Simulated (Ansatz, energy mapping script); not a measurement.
**EuCo2P2: energy mapping under PBEsol+U (1.98 eV)**

Wanted: the magnetic order of EuCo2P2, its couplings and an estimate of its ordering temperature, by PBEsol+U (1.98 eV).

Method: PBEsol with U = 1.98 eV on Eu f, ortho-atomic projectors; plane waves, U on orthogonalised atomic orbitals unless named otherwise, collinear spin, no spin–orbit coupling, in Ansatz 0.2.0.

This is a report of a sequence of runs, with most program output left out.

In doubt: warnings of the run leave room for a lower electronic state (step 8), so energies may not be the lowest and differences between runs may mislead.

**1. Set-up**

Symmetry: I4/mmm, No. 139, tetragonal system. Conventional cell: a = 3.782 Å, b = 3.782 Å, c = 10.870 Å, α = 90.00°, β = 90.00°, γ = 90.00°. Nearest to Eu lie 8 P at 3.12 Å and 8 Co at 3.31 Å. Nearest to Co lie 4 P at 2.19 Å and 4 Co at 2.67 Å and 4 Eu at 3.31 Å. Nearest to P lie 4 Co at 2.19 Å and 4 Eu at 3.12 Å. Farther neighbours are not listed.

The cell comes from a database of computed structures, and need not be the one that the compound takes in experiment.

The U corrects the self-interaction that lets semilocal functionals spread d and f electrons too far. Its value here is typed, not computed.

**2. Probe run**

One run in the crystal's own cell, under PBEsol with U = 4.8 eV on Eu f, ortho-atomic projectors, shows which elements keep a moment. Transition or f elements with 0.3 μB or more enter the spin model; moments induced on other atoms do not.

The input, input.yaml:

```yaml
crystal:
  lattice:
    - [-1.890756786, 1.890756786, 5.434955571]
    - [1.890756786, -1.890756786, 5.434955571]
    - [1.890756786, 1.890756786, -5.434955571]
  atoms:
    - { symbol: Eu, position: [0.0, 0.0, 0.0], spin: 7.0 }
    - { symbol: Co, position: [0.75, 0.25, 0.5], spin: 2.0 }
    - { symbol: Co, position: [0.25, 0.75, 0.5], spin: 2.0 }
    - { symbol: P, position: [0.64789882, 0.64789882, 0.0] }
    - { symbol: P, position: [0.35210118, 0.35210118, 0.0] }
magnetization:
  spin_polarized: true
kpoints:
  mp_grid: { grid: [11, 11, 11] }
hamiltonian:
  xc: pbesol
  hubbard:
    sites: [{ species: Eu, l: f, u_eff: 4.8 }]
    projectors: ortho-atomic
scf:
  occupations: { method: fermi_dirac, width: 0.1 }
output:
  eigenvalues: true
```

Started as:

```sh
ansatz run input.yaml --threads 4 --pin off --max-ram 8192MiB --backend cpu --events-out ev --progress --plain --runs-dir out
```

The job ended after 41 s (4 threads of Arm Neoverse V2, shared host; peak memory 0.99 GiB).

Spin moment in the sphere by atom:

```
atom  spin moment in the sphere (μB)
 Eu1                            6.86
 Co2                            0.40
 Co3                            0.40
  P4                           -0.01
  P5                           -0.01
```

The run ends ferromagnetic; Eu and Co carry the moments.

**3. Seed run in the crystal's own cell**

A corrected shell can settle in several orbital fillings. One parallel run, with an occupation width a fifth wider than the orders use, therefore is to supply the occupation matrices. All orders start from them.

input.yaml, the sections that differ from step 2:

```yaml
kpoints:
  mp_grid: { grid: [12, 12, 12] }
hamiltonian:
  xc: pbesol
  hubbard:
    sites: [{ species: Eu, l: f, u_eff: 1.98 }]
    projectors: ortho-atomic
scf:
  occupations: { method: fermi_dirac, width: 0.12 }
# crystal, magnetization, output: as in step 2
```

It took 23 s on 4 threads; peak memory 1.2 GiB.

Numbers from this step:

```yaml
final_state: ferromagnetic
electrons_in_the_corrected_shells: 6.798 e
largest_moment: 6.755 μB
```

**4. Parallel start in cell A (5 atoms)**

The parallel order is the zero of energy for this cell and mesh.

This run holds the same structure in another cell (a 6.057 → 3.782 Å, b 6.057 → 3.782 Å, α 143.6 → 108.2°, β 143.6 → 108.2°, γ 52.4 → 90.0°).

The input, input.yaml:

```yaml
crystal:
  lattice:
    - [0.0, -3.781513572, 0.0]
    - [3.781513572, 0.0, 0.0]
    - [-1.890756786, 1.890756786, 5.434955571]
  atoms:
    - { symbol: Eu, position: [0.0, 0.0, 0.0], spin: 7.0 }
    - { symbol: Co, position: [0.75, 0.25, 0.5], spin: 2.0 }
    - { symbol: Co, position: [0.25, 0.75, 0.5], spin: 2.0 }
    - { symbol: P, position: [0.64789882, 0.64789882, 0.29579764] }
    - { symbol: P, position: [0.35210118, 0.35210118, 0.70420236] }
magnetization:
  spin_polarized: true
kpoints:
  mp_grid: { grid: [9, 9, 9] }
hamiltonian:
  xc: pbesol
  hubbard:
    sites:
      - { species: Eu, l: f, u_eff: 1.98 }
      - { site: 0, l: f, u_eff: 1.98, starting_ns: [{ spin: up, occupation_matrix: eu1_major }, { spin: down, occupation_matrix: eu1_minor }] }
    projectors: ortho-atomic
    occupation_matrices:
      eu1_major:
        matrix:
          - [0.978, 0.0, 0.0, 0.0, 0.0, 0.0, 0.0]
          - [0.0, 0.977, 0.0, 0.0, 0.0, -0.003, 0.0]
          - [0.0, 0.0, 0.977, 0.0, 0.0, 0.0, 0.003]
          - [0.0, 0.0, 0.0, 0.973, 0.0, 0.0, 0.0]
          - [0.0, 0.0, 0.0, 0.0, 0.912, 0.0, 0.0]
          - [0.0, -0.003, 0.0, 0.0, 0.0, 0.978, 0.0]
          - [0.0, 0.0, 0.003, 0.0, 0.0, 0.0, 0.978]
      eu1_minor:
        matrix:
          - [0.003, 0.0, 0.0, 0.0, 0.0, 0.0, 0.0]
          - [0.0, 0.004, 0.0, 0.0, 0.0, 0.001, 0.0]
          - [0.0, 0.0, 0.004, 0.0, 0.0, 0.0, -0.001]
          - [0.0, 0.0, 0.0, 0.003, 0.0, 0.0, 0.0]
          - [0.0, 0.0, 0.0, 0.0, 0.006, 0.0, 0.0]
          - [0.0, 0.001, 0.0, 0.0, 0.0, 0.002, 0.0]
          - [0.0, 0.0, -0.001, 0.0, 0.0, 0.0, 0.002]
scf:
  occupations: { method: fermi_dirac, width: 0.1 }
output:
  eigenvalues: true
  write_density: true
  write_potential: true
  elf: true
  volumetric_format: npy
```

Wall time 12 s (4 threads); peak memory 0.73 GiB; 46 s of CPU time.

Spin moment in the sphere by atom:

| atom | spin moment in the sphere (μB) |
| --- | --- |
| Eu1 | 6.76 |
| Co2 | 0.41 |
| Co3 | 0.41 |
| P4 | -0.02 |
| P5 | -0.02 |

The run ends ferromagnetic.

Spin density in the ac plane of the conventional cell at fractional y = 0.000, with atoms of Eu and Co and P within 0.2 Å of it.

Values in e/Å³, 24 rows by 14 columns, each cell a mean:
```
 9  5  1  0  0  0  0  0  0  0  0  0  2  7
 1  1  0  0  0  0  0  0  0  0  0  0  0  1
 0  0  0  0  0  0  0  0  0  0  0  0  0  0
 0  0  0  0  0  0  0  0  0  0  0  0  0  0
 0  0  0  0  0  0  0  0  0  0  0  0  0  0
 0  0  0  0  0  0  1  1  0  0  0  0  0  0
 0  0  0  0  0  0  0  1  0  0  0  0  0  0
 0  0  0  0  0  0  0  0  0  0  0  0  0  0
 0  0  0  0  0  0  0  0  0  0  0  0  0  0
 0  0  0  0  0  0  0  0  0  0  0  0  0  0
 0  0  0  0  0  0  0  0  0  0  0  0  0  0
 0  0  0  0  0  0  0  0  0  0  0  0  0  0
 0  0  0  0  0  0  0  0  0  0  0  0  0  0
 0  0  0  0  0  0  0  0  0  0  0  0  0  0
 0  0  0  0  0  0  0  0  0  0  0  0  0  0
 0  0  0  0  0  0  0  0  0  0  0  0  0  0
 0  0  0  0  0  0  0  0  0  0  0  0  0  0
 0  0  0  0  0  0  1  1  0  0  0  0  0  0
 0  0  0  0  0  0  0  1  0  0  0  0  0  0
 0  0  0  0  0  0  0  0  0  0  0  0  0  0
 0  0  0  0  0  0  0  0  0  0  0  0  0  0
 0  0  0  0  0  0  0  0  0  0  0  0  0  0
 3  1  0  0  0  0  0  0  0  0  0  0  1  2
13  7  2  0  0  0  0  0  0  0  0  1  4 10
```
Columns run along a (3.8 Å), rows up along c (10.9 Å), edges of the conventional cell, whose origin can differ from the input's. Atoms in or near the plane, at fractional coordinates: Eu at (0.00, 0.00), Co at (0.50, 0.75), Co at (0.50, 0.25), P at (0.00, 0.65), P at (0.00, 0.35).

ELF in the ac plane of the conventional cell at fractional y = 0.000, with atoms of Eu and Co and P within 0.2 Å of it. It is the smooth field of the valence electrons, not physical close to the nuclei.

Ten even steps from '_' (0.01) to '@' (0.92), each cell a mean:
```
==**%%**--..______..==####++
####**--..........__..==**##
::::......::::::::........::
____....::::::::::::......__
::::::....::====--::....::::
====--::::++@@@@%%==..::====
******==::==##%%**----++****
..--####==::::::::--++##++::
__..**%%**==::::--++####==__
**##%%%%**==--::--++##%%%%**
%%%%##**==::......--==**##%%
====--::....______..::----==
**++==--::..____....::==++++
%%%%%%##++--::::::==**##%%%%
--==##%%**==------++##%%**--
__..**##++--::::::==####==__
--++##**----====--::==##**==
****++--::++@@@@%%==::==++**
----::..::==##%%**--..::----
..........::::::::..........
______..::::::::::::....____
++==::......::::::......--==
##%%##++..__....__..--**####
..++%%##--..______..++%%##--
```
Columns run along a (3.8 Å), rows up along c (10.9 Å), edges of the conventional cell, whose origin can differ from the input's. Atoms in or near the plane, at fractional coordinates: Eu at (0.00, 0.00), Co at (0.50, 0.75), Co at (0.50, 0.25), P at (0.00, 0.65), P at (0.00, 0.35).

**5. Run 2 (uncompensated ++−; cell A, 5 atoms)**

This order reverses 2.67 of the 5.33 neighbours at 3.31 Å, counted for an average magnetic atom.

Changes to input.yaml since step 4:

```diff
@@ -8,3 +8,3 @@
     - { symbol: Co, position: [0.75, 0.25, 0.5], spin: 2.0 }
-    - { symbol: Co, position: [0.25, 0.75, 0.5], spin: 2.0 }
+    - { symbol: Co, position: [0.25, 0.75, 0.5], spin: -2.0 }
     - { symbol: P, position: [0.64789882, 0.64789882, 0.29579764] }
```

Run time: 28 s. Hardware: 4 threads; peak memory 0.72 GiB; 1.8 min of CPU time.

Spin moment in the sphere by atom:

```
atom  spin moment in the sphere (μB)
 Eu1                            6.76
 Co2                            0.41
 Co3                            0.41
  P4                           -0.02
  P5                           -0.02
```

The run ends ferromagnetic, not as typed: a moment turned or collapsed in the SCF or in the program's search for a lower state.

Spin density in the ac plane of the conventional cell at fractional y = 0.000, with atoms of Eu and Co and P within 0.2 Å of it.

Ten even steps from '0' (0 e/Å³) to '9' (13 e/Å³), each cell a mean:
```
63100000000015
00000000000000
00000000000000
00000000000000
00000000000000
00000000000000
00000000000000
00000000000000
00000000000000
00000000000000
00000000000000
00000000000000
00000000000000
00000000000000
00000000000000
00000000000000
00000000000000
00000000000000
00000000000000
00000000000000
00000000000000
00000000000000
11000000000001
95100000000027
```
Columns run along a (3.8 Å), rows up along c (10.9 Å), edges of the conventional cell, whose origin can differ from the input's. Atoms in or near the plane, at fractional coordinates: Eu at (0.00, 0.00), Co at (0.50, 0.75), Co at (0.50, 0.25), P at (0.00, 0.65), P at (0.00, 0.35).

ELF in the ac plane of the conventional cell at fractional y = 0.000, with atoms of Eu and Co and P within 0.2 Å of it. It is the smooth field of the valence electrons, not physical close to the nuclei.

Ten even steps from '0' (0.01) to '9' (0.92), each cell a mean:
```
46863100014775
77631111101467
22111222211112
00112222221110
22211244321122
44322599841244
66642478633566
13774222235752
01686422357740
67886432357886
88764211134678
44321100012334
65432100112455
88875322246788
34786433357863
01675322247740
35763344324764
66532599842456
33212478631233
11111222211111
00012222221100
54211122211134
78751011013677
15873100015873
```
Columns run along a (3.8 Å), rows up along c (10.9 Å), edges of the conventional cell, whose origin can differ from the input's. Atoms in or near the plane, at fractional coordinates: Eu at (0.00, 0.00), Co at (0.50, 0.75), Co at (0.50, 0.25), P at (0.00, 0.65), P at (0.00, 0.35).

**6. Run 3 (uncompensated +−−; cell A, 5 atoms)**

This order reverses 5.33 of the 5.33 neighbours at 3.31 Å, counted for an average magnetic atom.

Changes to input.yaml since step 5:

```diff
@@ -7,3 +7,3 @@
     - { symbol: Eu, position: [0.0, 0.0, 0.0], spin: 7.0 }
-    - { symbol: Co, position: [0.75, 0.25, 0.5], spin: 2.0 }
+    - { symbol: Co, position: [0.75, 0.25, 0.5], spin: -2.0 }
     - { symbol: Co, position: [0.25, 0.75, 0.5], spin: -2.0 }
@@ -45,5 +45 @@
   eigenvalues: true
-  write_density: true
-  write_potential: true
-  elf: true
-  volumetric_format: npy
```

The job ended after 12 s (4 threads; peak memory 0.73 GiB; 43 s of CPU time).

The run ends ferrimagnetic, 6.48 meV a magnetic atom above the parallel order of its cell (energies taken at zero occupation width, not the printed F).

**7. Order 4: parallel, cell B of 10 atoms**

A new cell needs its own zero of energy.

Changes to input.yaml since step 6:

```diff
@@ -2,11 +2,16 @@
   lattice:
-    - [0.0, -3.781513572, 0.0]
-    - [3.781513572, 0.0, 0.0]
-    - [-1.890756786, 1.890756786, 5.434955571]
+    - [-3.781513572, 3.781513572, 0.0]
+    - [3.781513572, 3.781513572, 0.0]
+    - [1.890756786, -1.890756786, -5.434955571]
   atoms:
     - { symbol: Eu, position: [0.0, 0.0, 0.0], spin: 7.0 }
-    - { symbol: Co, position: [0.75, 0.25, 0.5], spin: -2.0 }
-    - { symbol: Co, position: [0.25, 0.75, 0.5], spin: -2.0 }
-    - { symbol: P, position: [0.64789882, 0.64789882, 0.29579764] }
-    - { symbol: P, position: [0.35210118, 0.35210118, 0.70420236] }
+    - { symbol: Eu, position: [0.5, 0.5, 0.0], spin: 7.0 }
+    - { symbol: Co, position: [0.0, 0.25, 0.5], spin: 2.0 }
+    - { symbol: Co, position: [0.5, 0.75, 0.5], spin: 2.0 }
+    - { symbol: Co, position: [0.5, 0.25, 0.5], spin: 2.0 }
+    - { symbol: Co, position: [0.0, 0.75, 0.5], spin: 2.0 }
+    - { symbol: P, position: [0.35210118, 0.0, 0.70420236] }
+    - { symbol: P, position: [0.85210118, 0.5, 0.70420236] }
+    - { symbol: P, position: [0.64789882, 0.0, 0.29579764] }
+    - { symbol: P, position: [0.14789882, 0.5, 0.29579764] }
 magnetization:
@@ -14,3 +19,3 @@
 kpoints:
-  mp_grid: { grid: [9, 9, 9] }
+  mp_grid: { grid: [7, 6, 7] }
 hamiltonian:
@@ -21,2 +26,3 @@
       - { site: 0, l: f, u_eff: 1.98, starting_ns: [{ spin: up, occupation_matrix: eu1_major }, { spin: down, occupation_matrix: eu1_minor }] }
+      - { site: 1, l: f, u_eff: 1.98, starting_ns: [{ spin: up, occupation_matrix: eu1_major }, { spin: down, occupation_matrix: eu1_minor }] }
     projectors: ortho-atomic
```

Wall time 71 s (4 threads); peak memory 1.7 GiB; 4.4 min of CPU time.

The run ends ferromagnetic. For each magnetic atom its energy differs from the parallel run of the first cell by 0.01 meV, an error that one common reference would have brought in.

**8. Compensated +−++−− start in cell B (10 atoms)**

Changes to input.yaml since step 7:

```diff
@@ -7,7 +7,7 @@
     - { symbol: Eu, position: [0.0, 0.0, 0.0], spin: 7.0 }
-    - { symbol: Eu, position: [0.5, 0.5, 0.0], spin: 7.0 }
+    - { symbol: Eu, position: [0.5, 0.5, 0.0], spin: -7.0 }
     - { symbol: Co, position: [0.0, 0.25, 0.5], spin: 2.0 }
     - { symbol: Co, position: [0.5, 0.75, 0.5], spin: 2.0 }
-    - { symbol: Co, position: [0.5, 0.25, 0.5], spin: 2.0 }
-    - { symbol: Co, position: [0.0, 0.75, 0.5], spin: 2.0 }
+    - { symbol: Co, position: [0.5, 0.25, 0.5], spin: -2.0 }
+    - { symbol: Co, position: [0.0, 0.75, 0.5], spin: -2.0 }
     - { symbol: P, position: [0.35210118, 0.0, 0.70420236] }
@@ -26,3 +26,3 @@
       - { site: 0, l: f, u_eff: 1.98, starting_ns: [{ spin: up, occupation_matrix: eu1_major }, { spin: down, occupation_matrix: eu1_minor }] }
-      - { site: 1, l: f, u_eff: 1.98, starting_ns: [{ spin: up, occupation_matrix: eu1_major }, { spin: down, occupation_matrix: eu1_minor }] }
+      - { site: 1, l: f, u_eff: 1.98, starting_ns: [{ spin: up, occupation_matrix: eu1_minor }, { spin: down, occupation_matrix: eu1_major }] }
     projectors: ortho-atomic
```

Wall time 6.3 min (4 threads); peak memory 2.2 GiB; 25 min of CPU time.

The run ends ferrimagnetic, not as typed: a moment turned or collapsed in the SCF or in the program's search for a lower state.

**9. Order 6: compensated +−+−+−, cell B of 10 atoms**

Changes to input.yaml since step 8:

```diff
@@ -9,4 +9,4 @@
     - { symbol: Co, position: [0.0, 0.25, 0.5], spin: 2.0 }
-    - { symbol: Co, position: [0.5, 0.75, 0.5], spin: 2.0 }
-    - { symbol: Co, position: [0.5, 0.25, 0.5], spin: -2.0 }
+    - { symbol: Co, position: [0.5, 0.75, 0.5], spin: -2.0 }
+    - { symbol: Co, position: [0.5, 0.25, 0.5], spin: 2.0 }
     - { symbol: Co, position: [0.0, 0.75, 0.5], spin: -2.0 }
```

It took 53 s on 4 threads; peak memory 1.5 GiB.

The run ends antiferromagnetic, not as typed: a moment turned or collapsed in the SCF or in the program's search for a lower state.

**10. From energies to couplings**

Each energy difference is a sum of couplings weighted by the pairs that the order reverses. A few near shells are fitted to the differences by least squares. Energies are those extrapolated to zero occupation width, not the free energies F.

Energies from the parallel order of the same cell:

```csv
order,atoms,energy (meV a magnetic atom),moments (μB),moments kept as typed,opposed neighbours at 3.31 Å
parallel in cell A,5,0.00,0.41 to 6.76,yes,0
uncompensated ++− in cell A (typed; ended ferromagnetic),5,0.00,0.41 to 6.76,no,2.67
uncompensated +−− in cell A,5,6.48,0.36 to 6.75,yes,5.33
parallel in cell B,10,0.00,0.41 to 6.76,yes,0
compensated +−++−− in cell B (typed; ended ferrimagnetic),10,7.54,0.39 to 6.73,no,2.67
compensated +−+−+− in cell B (typed; ended antiferromagnetic),10,17.41,0.09 to 6.73,no,2.67
```

Fitted to E = −Σ J e·e over ordered pairs of unit vectors (J > 0 favours parallel moments):

```csv
pair,distance (Å),neighbours,J (meV)
Co–Eu,3.31,5.33,0.607
```

These orders cannot tell some unfitted shells from fitted ones: the value at 3.31 Å holds J(3.31) + 2 J(5.03); other unfitted shells add to the values wholly or in part. No temperature is drawn.

Limits of this fit: the pairs at 2.67 and 3.78 Å are left out of the fit, though near enough to matter; some orders lost their moments or signs, so no temperature is drawn from a model of fixed moments; one energy difference fixes this value, which holds the part of every shell that the order reverses; 3 of the orders did not finish or lost their signs.

**11. What came out**

```
lowest order tried                                              : parallel
largest fitted value (a combination of shells), Co–Eu at 3.31 Å : 0.607 meV
```

**Reading.** Of the orders tried, EuCo2P2 prefers parallel moments under PBEsol+U (1.98 eV). Orders that were not tried, spirals among them, may lie lower. The largest fitted value is 0.61 meV, at 3.31 Å. It is a combination of shells that these orders cannot split, so neither its size nor its sign can be laid on that pair alone. The orders also reverse pairs at 5.03 and 6.29 Å, which are not fitted, so the fitted values hold their part too. No fitted order reverses the pairs at 5.35, 5.43 and 5.98 Å, so their coupling is unknown and is set to zero in the model. 1 energy difference fixes 1 coupling with none to spare, so the fit tests nothing. In the fitted orders moments change by up to 13 % against the parallel run of the same cell, so the mapping is rough. Orders that lost their signs are left out of the fit. The pairs at 2.67 and 3.78 Å are nearer than the strongest fitted shell or at most 15 % farther, and these orders do not fix their coupling, so no ordering temperature is given. Every order is gapless on its mesh at this level. In a metal exchange reaches farther, and a short model of fixed moments is less apt. With a near shell that the orders cannot separate, no temperature is given. Some orders lost their moments or signs, so a model of fixed moments fits this crystal badly and no temperature is given.

[Logs and program files are shortened in this print: banners, set-up blocks, solver, clock and traceback lines can be left out without a mark of their own.]

[Logs are printed without paths, hosts, clocks, repeated set-up lines and the standing remarks that a program may print on its own settings, such as how far it seeks lower states.]

[Hosts, paths, dates, database ids (printed as entryN), source tags and the programs' standing remarks are cut or masked in the printed files.]

[Where a cell is said to come from a database of computed structures, the database is the Materials Project.]
